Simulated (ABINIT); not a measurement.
# SnTe2 (Fm-3m): zone-centre phonons, part 2 of 2

Which modes does SnTe2 (Fm-3m) have at the zone centre?

ABINIT 10.8.3; DFT LDA, scalar-relativistic, plane waves, HGH norm-conserving pseudopotentials.

So far. Step 4 (Relaxing the cell and atoms): The volume changes by -0.3 % in this run and stands +0.4 % from the first cell. The relaxed cell has a = 7.253 Å (conventional setting).

The structure was built from a prototype and need not be the compound's stable phase.

## (6) Zone-centre response

At q = 0 one unit cell holds all displacements. The response is solved for single atoms along the cell's directions, and symmetry skips those that follow from others. The crystal is treated as a metal, which screens a static field, so no field response is asked.

Input file dfpt_gamma.abi:

```

# common to the responses
getwfk_filepath "gso_WFK"
kptopt 2
nqpt 1
qpt 0.0 0.0 0.0
asr 0
chneut 0

# displacements
rfphon 1
rfatpol 1 3
rfdir 1 1 1
tolvrs 1.0d-10
prtwf 0

# basis, mesh and filling
ecut 20.0
ixc 7
ngkpt 6 6 6
nshiftk 1
shiftk 0.0 0.0 0.0
istwfk *1
occopt 7
tsmear 0.01
nband 14
nstep 100
diemac 1000000.0
prtebands 0
prtgsr 0

# cell and atoms
acell 3*1.0 Angstrom
rprim 
    -3.626445274 0.0 3.626445274
    0.0 3.626445274 3.626445274
    -3.626445274 3.626445274 0.0
ntypat 2
znucl 50 52
natom 3
typat 1 2 2
xred 
    0.0 0.0 0.0
    0.75 0.75 0.75
    0.25 0.25 0.25
pp_dirpath "./pseudo"
pseudos "Sn.hgh, Te.hgh"
```

Run with:

```
> OMP_NUM_THREADS=1 mpirun -n 4 abinit dfpt_gamma.abi > dfpt_gamma.log
```

Numbers of over 12 decimals in the logs are rounded to 6 here.

dfpt_gamma.abo, the main output file:

```text
[banners, grids, parts of the stress and lines that vanish by symmetry left out]
- input  file    -> dfpt_gamma.abi
- output file    -> dfpt_gamma.abo
- root for input  files -> dfpt_gammai
- root for output files -> dfpt_gammao

 Symmetries : space group Fm -3 m (#225); Bravais cF (face-center cubic)
================================================================================
 Values of the parameters that define the memory need of the present run (RF).
     intxc =       0      iscf =       7    lmnmax =       6     lnmax =       6
     mgfft =      40  mpssoang =       3    mqgrid =    3001     natom =       3
  nloc_mem =       1    nspden =       1   nspinor =       1    nsppol =       1
      nsym =      48    n1xccc =       0    ntypat =       2    occopt =       7
   xclevel =       1
-    mband =          14        mffmem =           1         mkmem =          28
-   mkqmem =          28        mk1mem =          28           mpw =        2778
      nfft =       64000          nkpt =         112
- my_mband =          14
================================================================================
================================================================================

--------------------------------------------------------------------------------
------------- Echo of variables that govern the present computation ------------
--------------------------------------------------------------------------------
-
- outvars: echo of selected default values
-   iomode0 =  0 , fftalg0 =312 , wfoptalg0 =  0
-
- outvars: echo of global parameters not present in the input file
-  max_nthreads =    1
-
 -outvars: echo values of preprocessed input variables
 [... echo left out ...]
================================================================================

 chkinp: Checking input parameters for consistency.

[...]
== DATASET  1 ==================================================================
-   mpi_nproc: 4, omp_nthreads: 1 (-1 if OMP is not activated)

--- !DatasetInfo
iteration_state: {dtset: 1, }
dimensions: {natom: 3, nkpt: 112, mband: 14, nsppol: 1, nspinor: 1, nspden: 1, mpw: 2778, }
cutoff_energies: {ecut:  20.0, pawecutdg:  -1.0, }
electrons: {nelect:   1.60000000E+01, charge:   0.00000000E+00, occopt:   7.00000000E+00, tsmear:   1.00000000E-02, }
meta: {optdriver: 1, rfphon: 1, }
...

 mkfilename: getwfk from: gso_WFK

 Exchange-correlation functional for the present dataset will be:
  LDA: Perdew-Wang 92 LSD fit to Ceperley-Alder data - ixc=7
 Citation for XC functional:
  J.P.Perdew and Y.Wang, PRB 45, 13244 (1992)

 Real(R)+Recip(G) space primitive vectors, cartesian coordinates (Bohr,Bohr^-1):
 R(1)= -6.8529884  0.0000000  6.8529884  G(1)= -0.0729609 -0.0729609  0.0729609
 R(2)=  0.0000000  6.8529884  6.8529884  G(2)=  0.0729609  0.0729609  0.0729609
 R(3)= -6.8529884  6.8529884  0.0000000  G(3)= -0.0729609  0.0729609 -0.0729609
 Unit cell volume ucvol=  6.4367995E+02 bohr^3
 Angles (23,13,12)=  6.00000000E+01  6.00000000E+01  6.00000000E+01 degrees
 setup1 : take into account q-point for computing boxcut.

 getcut: wavevector=  0.0000  0.0000  0.0000  ngfft=  40  40  40
         ecut(hartree)=     20.000   => boxcut(ratio)=   2.05015

--- Pseudopotential description ------------------------------------------------
- pspini: atom type   1  psp file is ./pseudo/Sn.hgh

- pspini: atom type   2  psp file is ./pseudo/Te.hgh

   1.70274819E+03                                ecore*ucvol(ha*bohr**3)
--------------------------------------------------------------------------------

 ==>  initialize data related to q vector <==

 The list of irreducible perturbations for this q vector is:
    1)    idir= 1    ipert=   1
    2)    idir= 1    ipert=   2

[...]
The perturbation idir=   2  ipert=   1 is
 symmetric of a previously calculated perturbation.
 So, its SCF calculation is not needed.

 The perturbation idir=   3  ipert=   1 is
 symmetric of a previously calculated perturbation.
 So, its SCF calculation is not needed.

 The perturbation idir=   2  ipert=   2 is
 symmetric of a previously calculated perturbation.
 So, its SCF calculation is not needed.

 The perturbation idir=   3  ipert=   2 is
 symmetric of a previously calculated perturbation.
 So, its SCF calculation is not needed.

 The perturbation idir=   1  ipert=   3 is
 symmetric of a previously calculated perturbation.
 So, its SCF calculation is not needed.

 The perturbation idir=   2  ipert=   3 is
 symmetric of a previously calculated perturbation.
 So, its SCF calculation is not needed.

 The perturbation idir=   3  ipert=   3 is
 symmetric of a previously calculated perturbation.
 So, its SCF calculation is not needed.

--------------------------------------------------------------------------------
 Perturbation wavevector (in red.coord.)   0.000000  0.000000  0.000000
 Perturbation : displacement of atom   1   along direction   1
 Found     4 symmetries that leave the perturbation invariant.

[...]
dfpt_looppert : total number of electrons, from k and k+q
  fully or partially occupied states are    1.600000E+01 and    1.600000E+01.
 Initialisation of the first-order wave-functions :
  ireadwf=   0

--- !BeginCycle
iteration_state: {dtset: 1, }
solver: {iscf: 7, nstep: 100, nline: 4, wfoptalg: 0, }
tolerances: {tolvrs: 1.00E-10, }
...

     iter   2DEtotal(Ha)        deltaE(Ha) residm    vres2
-ETOT  1   26.704421739651     -8.564E+01 2.383E+00 6.742E+04
 ETOT  2   2.112336     -2.459E+01 7.639E-02 5.977E+02
 ETOT  3   1.967538     -1.448E-01 2.069E-03 5.593E+01
 ETOT  4   1.955659     -1.188E-02 3.507E-05 1.773E+00
 ETOT  5   1.955327     -3.320E-04 2.399E-06 1.787E-02
[...]
At SCF step    9       vres2   =  3.75E-11 < tolvrs=  1.00E-10 =>converged.
[...]
Mean square residual over all n,k,spin=   17.181E-15; max=  83.541E-13

 Thirteen components of 2nd-order total energy (hartree) are
 1,2,3: 0th-order hamiltonian combined with 1st-order wavefunctions
     kin0=   9.52028847E+01 eigvalue=   5.59169643E+00  local=  -2.78841794E+01
 4,5,6: 1st-order hamiltonian combined with 1st and 0th-order wfs
 loc psp =  -9.69351619E+01  Hartree=   1.88720269E+01     xc=  -9.93746384E+00
 note that "loc psp" includes a xc core correction that could be resolved
 7,8,9: eventually, occupation + non-local contributions
    edocc=   8.46339630E+00     enl0=   2.00824995E+01   enl1=  -1.23846558E+02
 1-9 gives the relaxation energy (to be shifted if some occ is /=2.0)
   erelax=  -1.10390859E+02
 10,11,12 Non-relaxation  contributions : frozen-wavefunctions and Ewald
 fr.local=   2.29455458E+01 fr.nonlo=   6.00613301E+01  Ewald=   2.93393070E+01
 13,14 Frozen wf xc core corrections (1) and (2)
 frxc 1  =   0.00000000E+00  frxc 2 =   0.00000000E+00
 Resulting in :
 2DEtotal=    0.1955323412E+01 Ha. Also 2DEtotal=    0.532070606065E+02 eV
    (2DErelax=   -1.1039085948E+02 Ha. 2DEnonrelax=    1.1234618289E+02 Ha)
    (  non-var. 2DEtotal :    1.9553228684E+00 Ha)

[...]
Perturbation wavevector (in red.coord.)   0.000000  0.000000  0.000000
 Perturbation : displacement of atom   2   along direction   1
 Found     2 symmetries that leave the perturbation invariant.

--------------------------------------------------------------------------------

--------------------------------------------------------------------------------

 dfpt_looppert : total number of electrons, from k and k+q
  fully or partially occupied states are    1.600000E+01 and    1.600000E+01.
 Initialisation of the first-order wave-functions :
  ireadwf=   0

--- !BeginCycle
iteration_state: {dtset: 1, }
solver: {iscf: 7, nstep: 100, nline: 4, wfoptalg: 0, }
tolerances: {tolvrs: 1.00E-10, }
...

     iter   2DEtotal(Ha)        deltaE(Ha) residm    vres2
-ETOT  1   106.85193190795     -2.349E+02 1.793E+00 2.888E+05
[...]
ETOT 10   1.897315     -2.609E-11 8.802E-12 6.973E-10
 ETOT 11   1.897315      2.103E-12 8.083E-13 1.156E-11

 At SCF step   11       vres2   =  1.16E-11 < tolvrs=  1.00E-10 =>converged.
[...]
Mean square residual over all n,k,spin=   21.917E-16; max=  80.827E-14

 Thirteen components of 2nd-order total energy (hartree) are
 1,2,3: 0th-order hamiltonian combined with 1st-order wavefunctions
     kin0=   2.80278158E+02 eigvalue=   1.69239333E+01  local=  -7.00947799E+01
 4,5,6: 1st-order hamiltonian combined with 1st and 0th-order wfs
 loc psp =  -4.07203638E+02  Hartree=   7.48644654E+01     xc=  -3.16268275E+01
 note that "loc psp" includes a xc core correction that could be resolved
 7,8,9: eventually, occupation + non-local contributions
    edocc=   2.00257344E+01     enl0=   4.94799046E+01   enl1=  -2.72497538E+02
 1-9 gives the relaxation energy (to be shifted if some occ is /=2.0)
   erelax=  -3.39850588E+02
 10,11,12 Non-relaxation  contributions : frozen-wavefunctions and Ewald
 fr.local=   1.69238106E+02 fr.nonlo=   1.35835663E+02  Ewald=   3.66741337E+01
 13,14 Frozen wf xc core corrections (1) and (2)
 frxc 1  =   0.00000000E+00  frxc 2 =   0.00000000E+00
 Resulting in :
 2DEtotal=    0.1897314808E+01 Ha. Also 2DEtotal=    0.516285660603E+02 eV
    (2DErelax=   -3.3985058786E+02 Ha. 2DEnonrelax=    3.4174790267E+02 Ha)
    (  non-var. 2DEtotal :    1.8973147429E+00 Ha)

[...]
---- first-order wavefunction calculations are completed ----

 ==> Compute Derivative Database <==

 [... matrices left out ...]
  Phonon wavevector (reduced coordinates) :  0.00000  0.00000  0.00000
 Phonon energies in Hartree :
   2.134766E-06  2.134766E-06  2.134768E-06  3.590744E-04  3.590744E-04
   3.590744E-04  3.754295E-04  3.754295E-04  3.754295E-04
 Phonon frequencies in cm-1    :
-  4.685269E-01  4.685270E-01  4.685275E-01  7.880772E+01  7.880772E+01
-  7.880772E+01  8.239725E+01  8.239725E+01  8.239725E+01

== END DATASET(S) ==============================================================
================================================================================

 -outvars: echo values of variables after computation
            acell      1.8897261259E+00  1.8897261259E+00  1.8897261259E+00 Bohr
           etotal      1.8973148076E+00
            fcart      0.0000000000E+00  0.0000000000E+00  0.0000000000E+00
           strten      0.0000000000E+00  0.0000000000E+00  0.0000000000E+00
================================================================================
```

Wall time 32 s (4 MPI ranks of Arm Neoverse V2, shared host); 2.1 min of CPU time.

Read from the output:

```yaml
largest_acoustic_frequency_at_the_zone_centre_before_the_sum_rule: 0.47 cm⁻¹
highest_optical_zone_centre_mode_no_lo_to_term: 82.4 cm⁻¹
lowest_optical_zone_centre_mode: 78.81 cm⁻¹
```

The acoustic modes at Γ come out as far as 0.5 cm⁻¹ from zero, where they should vanish, a small numerical error.

## (7) Modes with the sum rule

anaddb reads the merged derivatives and imposes the acoustic sum rule.

Input file anaddb.abi:

```
ddb_filepath "gamma_DDB"
output_file "anaddb.abo"
outdata_prefix "anaddb"
asr 1
chneut 1
enunit 2
eivec 1
nph1l 1
qph1l 0.0 0.0 0.0 1.0
```

Input file mrgddb.in:

```
gamma_DDB
merged
2
dfpt_gammao_DDB
gso_DDB
```

Run with:

```
> mrgddb < mrgddb.in > mrgddb.log
> OMP_NUM_THREADS=1 anaddb anaddb.abi > anaddb.log
```

anaddb.abo, the main output file:

```text
-outvars_anaddb: echo values of input variables ----------------------

 Miscellaneous information :
      enunit         2
       eivec         1
         asr         1
 First list of wavevector (reduced coord.) :
       nph1l         1
       qph1l
                     0.00000000E+00  0.00000000E+00  0.00000000E+00    1.000E+00

================================================================================

 read the DDB information and perform some checks

  ==== Info on the Cryst% object ====
 Real(R)+Recip(G) space primitive vectors, cartesian coordinates (Bohr,Bohr^-1):
 R(1)= -6.8529884  0.0000000  6.8529884  G(1)= -0.0729609 -0.0729609  0.0729609
 R(2)=  0.0000000  6.8529884  6.8529884  G(2)=  0.0729609  0.0729609  0.0729609
 R(3)= -6.8529884  6.8529884  0.0000000  G(3)= -0.0729609  0.0729609 -0.0729609
 Unit cell volume ucvol=  6.4367995E+02 bohr^3
 Angles (23,13,12)=  6.00000000E+01  6.00000000E+01  6.00000000E+01 degrees
 Time-reversal symmetry is present
 Reduced atomic positions [iatom, xred, symbol]:
    1)    0.0000000  0.0000000  0.0000000  Sn
    2)    0.7500000  0.7500000  0.7500000  Te
    3)    0.2500000  0.2500000  0.2500000  Te

 DDB file with 3 blocks has been read.

================================================================================

 Treat the first list of vectors

  Phonon wavevector (reduced coordinates) :  0.00000  0.00000  0.00000
 Phonon energies in Hartree :
   0.000000E+00  0.000000E+00  0.000000E+00  3.590693E-04  3.590693E-04
   3.590693E-04  3.754220E-04  3.754220E-04  3.754220E-04
 Phonon energies in meV     :
-  0.000000E+00  0.000000E+00  0.000000E+00  9.770773E+00  9.770773E+00
-  9.770773E+00  1.021575E+01  1.021575E+01  1.021575E+01
 Phonon frequencies in cm-1    :
-  0.000000E+00  0.000000E+00  0.000000E+00  7.880660E+01  7.880660E+01
-  7.880660E+01  8.239561E+01  8.239561E+01  8.239561E+01
 Phonon frequencies in Thz     :
-  0.000000E+00  0.000000E+00  0.000000E+00  2.362562E+00  2.362562E+00
-  2.362562E+00  2.470158E+00  2.470158E+00  2.470158E+00
 Phonon energies in Kelvin  :
-  0.000000E+00  0.000000E+00  0.000000E+00  1.133851E+02  1.133851E+02
-  1.133851E+02  1.185489E+02  1.185489E+02  1.185489E+02

 Eigendisplacements
 (will be given, for each mode : in cartesian coordinates
   for each atom the real part of the displacement vector,
   then the imaginary part of the displacement vector - absolute values smaller than 1.0d-7 are set to zero)
  Mode number    1   Energy    0.000000E+00
 Attention : low frequency mode.
   (Could be unstable or acoustic mode)
-  1  0.00000000E+00  0.00000000E+00  1.21126166E-03
-     0.00000000E+00  0.00000000E+00  0.00000000E+00
-  2  0.00000000E+00  0.00000000E+00  1.21125528E-03
-     0.00000000E+00  0.00000000E+00  0.00000000E+00
-  3  0.00000000E+00  0.00000000E+00  1.21125528E-03
-     0.00000000E+00  0.00000000E+00  0.00000000E+00
  Mode number    2   Energy    0.000000E+00
 Attention : low frequency mode.
   (Could be unstable or acoustic mode)
-  1  0.00000000E+00 -1.21126166E-03  0.00000000E+00
-     0.00000000E+00  0.00000000E+00  0.00000000E+00
-  2  0.00000000E+00 -1.21125528E-03  0.00000000E+00
-     0.00000000E+00  0.00000000E+00  0.00000000E+00
-  3  0.00000000E+00 -1.21125528E-03  0.00000000E+00
-     0.00000000E+00  0.00000000E+00  0.00000000E+00
  Mode number    3   Energy    0.000000E+00
 Attention : low frequency mode.
   (Could be unstable or acoustic mode)
-  1  1.21126166E-03  0.00000000E+00  0.00000000E+00
-     0.00000000E+00  0.00000000E+00  0.00000000E+00
-  2  1.21125528E-03  0.00000000E+00  0.00000000E+00
-     0.00000000E+00  0.00000000E+00  0.00000000E+00
-  3  1.21125528E-03  0.00000000E+00  0.00000000E+00
-     0.00000000E+00  0.00000000E+00  0.00000000E+00
  Mode number    4   Energy    3.590693E-04
-  1  0.00000000E+00  0.00000000E+00  0.00000000E+00
-     0.00000000E+00  0.00000000E+00  0.00000000E+00
-  2  0.00000000E+00  0.00000000E+00  1.46615408E-03
-     0.00000000E+00  0.00000000E+00  0.00000000E+00
-  3  0.00000000E+00  0.00000000E+00 -1.46615408E-03
-     0.00000000E+00  0.00000000E+00  0.00000000E+00
  Mode number    5   Energy    3.590693E-04
-  1  0.00000000E+00  0.00000000E+00  0.00000000E+00
-     0.00000000E+00  0.00000000E+00  0.00000000E+00
-  2  0.00000000E+00 -1.46615408E-03  0.00000000E+00
-     0.00000000E+00  0.00000000E+00  0.00000000E+00
-  3  0.00000000E+00  1.46615408E-03  0.00000000E+00
-     0.00000000E+00  0.00000000E+00  0.00000000E+00
  Mode number    6   Energy    3.590693E-04
-  1  0.00000000E+00  0.00000000E+00  0.00000000E+00
-     0.00000000E+00  0.00000000E+00  0.00000000E+00
-  2  1.46615408E-03  0.00000000E+00  0.00000000E+00
-     0.00000000E+00  0.00000000E+00  0.00000000E+00
-  3 -1.46615408E-03  0.00000000E+00  0.00000000E+00
-     0.00000000E+00  0.00000000E+00  0.00000000E+00
  Mode number    7   Energy    3.754220E-04
-  1  0.00000000E+00  0.00000000E+00  1.77595667E-03
-     0.00000000E+00  0.00000000E+00  0.00000000E+00
-  2  0.00000000E+00  0.00000000E+00 -8.26116482E-04
-     0.00000000E+00  0.00000000E+00  0.00000000E+00
-  3  0.00000000E+00  0.00000000E+00 -8.26116482E-04
-     0.00000000E+00  0.00000000E+00  0.00000000E+00
  Mode number    8   Energy    3.754220E-04
-  1  0.00000000E+00 -1.77595667E-03  0.00000000E+00
-     0.00000000E+00  0.00000000E+00  0.00000000E+00
-  2  0.00000000E+00  8.26116482E-04  0.00000000E+00
-     0.00000000E+00  0.00000000E+00  0.00000000E+00
-  3  0.00000000E+00  8.26116482E-04  0.00000000E+00
-     0.00000000E+00  0.00000000E+00  0.00000000E+00
  Mode number    9   Energy    3.754220E-04
-  1  1.77595667E-03  0.00000000E+00  0.00000000E+00
-     0.00000000E+00  0.00000000E+00  0.00000000E+00
-  2 -8.26116482E-04  0.00000000E+00  0.00000000E+00
-     0.00000000E+00  0.00000000E+00  0.00000000E+00
-  3 -8.26116482E-04  0.00000000E+00  0.00000000E+00
-     0.00000000E+00  0.00000000E+00  0.00000000E+00

 Analysis of degeneracies and characters (maximum tolerance=1.00E-06 a.u.)
 For each vibration mode, or group of modes if degenerate,
 the characters are given for each symmetry operation (see the list in the log file).
 Symmetry characters of vibration mode #   1
       degenerate with vibration modes #   2 to    3
  3.0 -3.0 -1.0  1.0 -1.0  1.0 -1.0  1.0  1.0 -1.0 -1.0  1.0  1.0 -1.0 -1.0  1.0
 -0.0  0.0  0.0 -0.0  0.0 -0.0  0.0 -0.0  1.0 -1.0 -1.0  1.0 -1.0  1.0  1.0 -1.0
 -0.0  0.0  0.0 -0.0  0.0 -0.0  0.0 -0.0  1.0 -1.0  1.0 -1.0 -1.0  1.0 -1.0  1.0
 Symmetry characters of vibration mode #   4
       degenerate with vibration modes #   5 to    6
  3.0  3.0 -1.0 -1.0 -1.0 -1.0 -1.0 -1.0  1.0  1.0 -1.0 -1.0  1.0  1.0 -1.0 -1.0
  0.0  0.0 -0.0 -0.0  0.0  0.0 -0.0 -0.0  1.0  1.0 -1.0 -1.0 -1.0 -1.0  1.0  1.0
  0.0  0.0  0.0  0.0 -0.0 -0.0 -0.0 -0.0  1.0  1.0  1.0  1.0 -1.0 -1.0 -1.0 -1.0
 Symmetry characters of vibration mode #   7
       degenerate with vibration modes #   8 to    9
  3.0 -3.0 -1.0  1.0 -1.0  1.0 -1.0  1.0  1.0 -1.0 -1.0  1.0  1.0 -1.0 -1.0  1.0
 -0.0  0.0  0.0 -0.0 -0.0  0.0  0.0 -0.0  1.0 -1.0 -1.0  1.0 -1.0  1.0  1.0 -1.0
 -0.0  0.0 -0.0  0.0  0.0 -0.0  0.0 -0.0  1.0 -1.0  1.0 -1.0 -1.0  1.0 -1.0  1.0
-
```

The job ended after 0.48 s (1 thread).

No LO-TO term; unit eigenvectors of the mass-weighted matrix, from anaddb's displacements. Modes at Γ, with each element's share of the kinetic energy:

```
mode  frequency (cm⁻¹)  symmetry  Sn %  Te %
   1               0.0  acoustic    32    68
   2               0.0  acoustic    32    68
   3               0.0  acoustic    32    68
   4              78.8       T2g     0   100
   5              78.8       T2g     0   100
   6              78.8       T2g     0   100
   7              82.4       T1u    68    32
   8              82.4       T1u    68    32
   9              82.4       T1u    68    32
```

Displacements in mode 4 (78.8 cm⁻¹), the largest set to 1:
```
Sn1  0.00  0.00  0.00
Te2  0.00  0.00  1.00
Te3  0.00  0.00 -1.00
```

Displacements in mode 7 (82.4 cm⁻¹), the largest set to 1:
```
Sn1  0.00  0.00  1.00
Te2  0.00  0.00 -0.47
Te3  0.00  0.00 -0.47
```

The rule moves no optical mode by more than 0.1 cm⁻¹.

## (8) What came out

```yaml
space_group_after_relaxation: Fm-3m
volume_per_atom: 31.8 Å³
highest_optical_zone_centre_mode_no_lo_to_term: 82.4 cm⁻¹
lowest_optical_zone_centre_mode: 78.8 cm⁻¹
imaginary_optical_modes_at_the_zone_centre_no_q_mesh_in_this_session: none
```

In words: At the LDA level the optical modes of SnTe2 (Fm-3m) at the zone centre run from 79 to 82 cm⁻¹. These are harmonic frequencies at zero temperature: anharmonic shifts and linewidths and thermal expansion are left out. Spin-orbit coupling is left out, which can matter for the heavy elements here. The HGH files keep few electrons and have no core correction, which is cheap but rough for Sn. In a metal the frequencies hang on the k mesh and the smearing, most of all near Kohn anomalies. The structure is a hypothetical one, built on a prototype.

[Host names and launcher messages were left out of these logs when they were recorded.]

[Logs are printed without paths, hosts, clocks, repeated set-up lines and the standing remarks that a program may print on its own settings, such as how far it seeks lower states.]

[Hosts, paths, dates, database ids (printed as entryN), source tags and the programs' standing remarks are cut or masked in the printed files.]
